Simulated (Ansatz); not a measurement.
## ZrTeSe monolayer, Janus: phonons and vibrational spectra

Wanted: vibrations and spectra of ZrTeSe monolayer, Janus; the cell is already relaxed. After the zone centre comes a 3×3×1 q mesh on a 12×12×1 k mesh.

Program: Ansatz 0.2.0. Level of theory: DFT PBE, scalar-relativistic, plane waves, PAW. Results are calculated unless marked as measured.

## (1) The structure

The cell holds 3 atoms: 1 Zr, 1 Se and 1 Te. Its edges and angles: a = 3.890 Å, b = 3.890 Å, c = 30.000 Å, α = 90.0°, β = 90.0°, γ = 120.0°. Vacuum lies along c.

Structure file:

```cif
data_structure
_symmetry_space_group_name_H-M 'P 1'
_symmetry_Int_Tables_number 1
_cell_length_a 3.8905
_cell_length_b 3.8905
_cell_length_c 30.0000
_cell_angle_alpha 90.000
_cell_angle_beta 90.000
_cell_angle_gamma 120.000
_cell_volume 393.24
loop_
_atom_site_label
_atom_site_type_symbol
_atom_site_fract_x
_atom_site_fract_y
_atom_site_fract_z
_atom_site_occupancy
Zr1 Zr 0.00000 0.00000 0.33673 1
Se2 Se 0.33333 0.66667 0.38603 1
Te3 Te 0.66667 0.33333 0.27390 1
```

## (2) Zone-centre response

The cell comes from relaxations at this level that are not shown. The zone centre comes first: it holds the modes that light can see, as far as symmetry allows. No field response is asked, since the mesh shows no gap.

File input.yaml:

```yaml
crystal:
  lattice:
    - [3.8904853161, 0.0, 0.0]
    - [-1.945242658, 3.3692591168, 0.0]
    - [0.0, 0.0, 30.0]
  atoms:
    - { symbol: Zr, position: [0.0, 0.0, 0.3367333867] }
    - { symbol: Se, position: [0.3333333333, 0.6666666667, 0.3860326785] }
    - { symbol: Te, position: [0.6666666667, 0.3333333333, 0.2739006014] }
  periodic: [true, true, false]
kpoints:
  mp_grid: { grid: [12, 12, 1] }
hamiltonian:
  xc: pbe
scf:
  occupations: { method: methfessel_paxton, width: 0.15 }
output:
  eigenvalues: true
phonons:
  method: dfpt
```

On the command line:

```console
> ansatz run input.yaml --threads 8 --pin off --max-ram 14336MiB --backend cpu --events-out ev --progress --plain --runs-dir out
```

Numbers of over 12 decimals in the logs are rounded to 6 here.

What it wrote:

```text
Engine: ansatz 0.2.0, aarch64-unknown-linux-gnu
Pseudopotentials: kind: paw
Pseudopotential: Zr, paw, valence charge 12, recommended cutoff 420 eV (normal), Zr.paw.azcp
Pseudopotential: Se, paw, valence charge 16, recommended cutoff 420 eV (normal), Se.paw.azcp
Pseudopotential: Te, paw, valence charge 16, recommended cutoff 420 eV (normal), Te.paw.azcp
Functional definition: PBE
  parameter kappa = 0.804
  parameter beta = 0.066725
  exchange = pbe_x(kappa = kappa, mu = beta*pi^2/3)
  correlation = pbe_c(beta = beta)
Crystal: 3 atoms, lattice volume = 393.242 Å³
Basis set: ecut = 420 eV, 7805 PW (Γ), exchange–correlation on 54×54×432 points (8 copies of the dense FFT grid, shifted against one another)
Bands: 27, of which v1, the nominal top of the filled ones, is band 22 counted from 1 (21 counted from 0)
Symmetry: 6 space group operations
k-points: 43 of 144 (irreducible under 2 space group operations, time reversal used)
Non-local potential: Zr, projectors of the file, l = 0: 3, l = 1: 2, l = 2: 2, l = 3: 2
Non-local potential: Se, projectors of the file, l = 0: 2, l = 1: 2, l = 2: 3, l = 3: 1
Non-local potential: Te, projectors of the file, l = 0: 2, l = 1: 2, l = 2: 2, l = 3: 2
PAW form: soft (Blöchl's): semilocal exchange-correlation on the pseudo side does not see the compensation charge
PAW one-centre angular grid: Zr, 590 points (default); XC on 64 Gauss nodes
PAW one-centre angular grid: Se, 590 points (default); XC on 64 Gauss nodes
PAW one-centre angular grid: Te, 590 points (default); XC on 64 Gauss nodes
Initial density: superposition of atomic densities (neutral atoms: chi_scale 0, normalization atom), corrected by the library's trained network
Initial wavefunctions: pseudopotential atomic-orbital guess
Functional: x = pbe(κ = 0.804, μ = 0.219515), c = pbe(β = 0.066725)
SCF iter   1: F=—  HF=-16636.243959 eV  |F-HF|=—  |Δ(HF+E_count)|=         —  Δρ=1.36e-3  dr2=9.01e-2  ethr=1.77e-3  ⟨swp⟩=10.5  Hψ=6953  notcnv=0
preconditioner: auto → LDOS  [insulator: Δε(μ)=0.239 eV  Ē_g=7.233 eV  σ=0.150 eV  W_gap=0.68  n_scr=36 (ndim 8)  ℏωp=7.5 eV  f_vac=0.759  D(μ)=0.57/eV (n_scr^D=4)  ε∞_Penn≈2.1  β→1.0]
SCF iter   2: F=—  HF=-16636.303241 eV  |F-HF|=—  |Δ(HF+E_count)|=   5.93e-2  S|Δr|=    0.00e0  Δρ=3.60e-3  dr2=7.67e-1  ethr=2.05e-4  ⟨swp⟩=3.9  Hψ=2862  notcnv=0  defer=8  recentre
SCF iter   3: F=—  HF=-16636.237357 eV  |F-HF|=—  |Δ(HF+E_count)|=   6.59e-2  S|Δr|=    0.00e0  Δρ=5.34e-4  dr2=8.47e-3  ethr=2.05e-4  ⟨swp⟩=2.8  Hψ=1687  notcnv=0  defer=8
SCF iter   4: F=—  HF=-16636.237831 eV  |F-HF|=—  |Δ(HF+E_count)|=   4.74e-4  S|Δr|=    0.00e0  Δρ=3.31e-4  dr2=6.96e-4  ethr=1.93e-5  ⟨swp⟩=2.2  Hψ=2141  notcnv=0
SCF iter   5: F=—  HF=-16636.237695 eV  |F-HF|=—  |Δ(HF+E_count)|=   1.36e-4  S|Δr|=    0.00e0  Δρ=1.23e-4  dr2=7.33e-5  ethr=1.58e-6  ⟨swp⟩=2.6  Hψ=1938  notcnv=0
SCF iter   6: F=—  HF=-16636.237701 eV  |F-HF|=—  |Δ(HF+E_count)|=   5.67e-6  S|Δr|=    0.00e0  Δρ=4.57e-5  dr2=1.54e-5  ethr=1.67e-7  ⟨swp⟩=2.9  Hψ=2279  notcnv=0
SCF iter   7: F=—  HF=-16636.237698 eV  |F-HF|=—  |Δ(HF+E_count)|=   2.35e-6  S|Δr|=    0.00e0  Δρ=1.99e-5  dr2=2.92e-6  ethr=3.51e-8  ⟨swp⟩=3.3  Hψ=2581  notcnv=0
SCF iter   8: F=—  HF=-16636.237777 eV  |F-HF|=—  |Δ(HF+E_count)|=   7.85e-5  S|Δr|=    0.00e0  Δρ=5.47e-6  dr2=3.05e-7  ethr=6.64e-9  ⟨swp⟩=2.9  Hψ=2175  notcnv=0
SCF iter   9: F=—  HF=-16636.237777 eV  |F-HF|=—  |Δ(HF+E_count)|=   1.76e-8  S|Δr|=    0.00e0  Δρ=2.20e-6  dr2=2.41e-8  ethr=6.94e-10  ⟨swp⟩=3.4  Hψ=2048  notcnv=0
SCF iter  10: F=—  HF=-16636.237777 eV  |F-HF|=—  |Δ(HF+E_count)|=   2.90e-9  S|Δr|=    0.00e0  Δρ=5.01e-7  dr2=1.50e-9  ethr=5.49e-11  ⟨swp⟩=2.8  Hψ=2106  notcnv=0
SCF iter  11: F=—  HF=-16636.237777 eV  |F-HF|=—  |Δ(HF+E_count)|=   2.46e-9  S|Δr|=    0.00e0  Δρ=9.59e-8  dr2=1.80e-10  ethr=3.40e-12  ⟨swp⟩=3.0  Hψ=2426  notcnv=0
SCF iter  12: F=—  HF=-16636.237777 eV  |F-HF|=—  |Δ(HF+E_count)|=  2.58e-10  S|Δr|=    0.00e0  Δρ=4.17e-8  dr2=1.76e-11  ethr=1.00e-12  ⟨swp⟩=2.3  Hψ=1522  notcnv=0
SCF iter  13: F=-16636.237777 eV  HF=-16636.237777 eV  |F-HF|=1.27e-10  |Δ(HF+E_count)|=  2.98e-10  S|Δr|=    0.00e0  Δρ=1.40e-8  dr2=1.71e-12  ethr=1.00e-12  ⟨swp⟩=13.3  Hψ=7408  notcnv=0
SCF 1 converged in 13 iterations: F = -16636.237777 eV  dr2 = 1.71e-12
  greatest PAW one-centre occupation: 1.000 electrons in one spin orbital (limit 2), on the Se atom at site 1 (counted from 0), in its partial waves of l = 2
DFPT response loops at Γ: preconditioner auto → none (partly filled bands, converged f_vac=0.759); β = 0.50; Broyden in place of MSR1
SCF converged after 13 iterations
Stability not checked: this state was not tested for a lower state beside it, because cold or Methfessel-Paxton smearing, or corrected tetrahedra, fill the levels in a way that the test cannot read (fill_not_monotonic; see scf.lower_state_search)
Free energy (F): -16636.237777 eV
Harris-Foulkes:  -16636.237777 eV  (|F-HF|=1.27e-10)
Internal energy: -16636.238080 eV  (E = F + TS)
E sigma→0 (E₀):  -16636.237853 eV
Entropy (-TS):   0.000303 eV (0.101 meV/atom)
Fermi energy:    -4.900146 eV
Step filling:    the computed levels leave a gap of 0.0000 eV = 0.0 smearing widths at the electron count; against every level under it full and every level over it empty, smearing changes F+E_penalty+E_count by -0.504 meV and its σ→0 estimate by -0.580 meV
--- Per-component energies (eV) ---
  E_band       = -1398.429345
  E_kinetic    = 630.738779
  E_local      = -81295.962452  (includes V_loc(G=0)·N_el)
  E_nonlocal   = -827.391026
  E_hartree    = 40364.067209
  E_xc         = -390.291489
  E_vxc        = -393.302765  (∫ρ·V_xc dr)
  E_paw        = -9527.151930  (= ΣΔE_a)
  E_vpaw       = -240.645582  (= ΣTr[D̂ρ^β])
  E_aug_tail   = -0.000750  (compensation charges beyond the density's cutoff)
  E_ewald      = 34409.753578
  E_smearing   = 0.000303  (= −TS)
  E_closure    = -0.000000  (closes the sum)
  Σ components = -16636.237777   (vs F -16636.237777, Δ=0.00e0)
--- Band table (eV; the first three rows and the last of 43) ---
  k-point 0: bands = [... 18 lower, -7.7174, -6.5104, -4.7035, -4.7035, -4.2688, -4.2688, -3.7576, -1.1575, ... 1 higher]
  k-point 1: bands = [... 18 lower, -7.6953, -6.3447, -5.4013, -5.0647, -4.1638, -3.8944, -3.5372, -1.4996, ... 1 higher]
  k-point 2: bands = [... 18 lower, -7.6478, -6.5504, -6.0426, -5.4879, -4.2935, -3.4525, -3.2594, -1.9248, ... 1 higher]
  k-point 42: bands = [... 18 lower, -8.0068, -7.5759, -7.2658, -6.6843, -3.8484, -3.3475, -2.7461, -1.8124, ... 1 higher]
--- Phonons (Γ-DFPT): 6 representative perturbations + reference, on 43 of 144 k-points (Σ response iterations 27) ---
  k mesh reduced under 2 symmetry operations, with k and −k counted as one. Each operation leaves every solved perturbation unchanged. A smaller set is not used because it would not reduce the number of displacements times k-points to solve
  ASR residual: 5.235e-5 → 0.000e0 eV/Å²; symmetrization residual: 5.247e-5 eV/Å²
  ASR residual per site (eV/Å²): 4.19e-5 1.06e-5 5.24e-5
  Γ frequencies (cm⁻¹): 0.00 0.00 0.00 93.27 93.27 141.73 141.73 155.40 236.10
  non-analytic LO–TO correction: not included (Born effective charges unavailable; polar crystals: no LO–TO splitting at Γ)
```

It took 48 s on 8 threads of Arm Neoverse V2, shared host; peak memory 2.3 GiB; 5.9 min of CPU time.

This step gave:

```yaml
gap_on_the_k_mesh: 0 eV
sum_rule_residual_before_enforcement: 5.24e-5 eV/Å²
point_group: 3m
area_per_atom: 4.369 Å²
highest_optical_mode_at_the_zone_centre_no_lo_to_term: 236.1 cm⁻¹
lowest_optical_zone_centre_mode: 93.27 cm⁻¹
```

Patterns of degenerate modes are one choice out of their space. The modes at Γ (shares of kinetic energy by element, %):

| mode | frequency (cm⁻¹) | symmetry | Zr % | Se % | Te % |
| --- | --- | --- | --- | --- | --- |
| 1 | 0.0 | acoustic | 31 | 27 | 43 |
| 2 | 0.0 | acoustic | 31 | 27 | 43 |
| 3 | 0.0 | acoustic | 31 | 27 | 43 |
| 4 | 93.3 | E | 36 | 9 | 55 |
| 5 | 93.3 | E | 36 | 9 | 55 |
| 6 | 141.7 | E | 34 | 64 | 2 |
| 7 | 141.7 | E | 34 | 64 | 2 |
| 8 | 155.4 | A1 | 2 | 50 | 47 |
| 9 | 236.1 | A1 | 67 | 23 | 10 |

Displacements in mode 5 (93.3 cm⁻¹), the largest set to 1:
```
Zr1  0.00 -0.95  0.00
Se2  0.00 -0.52  0.00
Te3  0.00  1.00  0.00
```

Displacements in mode 9 (236.1 cm⁻¹), the largest set to 1:
```
Zr1  0.00  0.00  1.00
Se2  0.00  0.00 -0.64
Te3  0.00  0.00 -0.32
```

Before it was imposed, the acoustic sum rule was missed by 5.2e-5 eV/Å². Small misses are needed for a sound result but don't prove that mesh and cutoff are converged. The lowest optical mode is real, 93.3 cm⁻¹.

[end of part 1 of 2]

[Logs are printed without paths, hosts, clocks, repeated set-up lines and the standing remarks that a program may print on its own settings, such as how far it seeks lower states.]

[Hosts, paths, dates, database ids (printed as entryN), source tags and the programs' standing remarks are cut or masked in the printed files.]
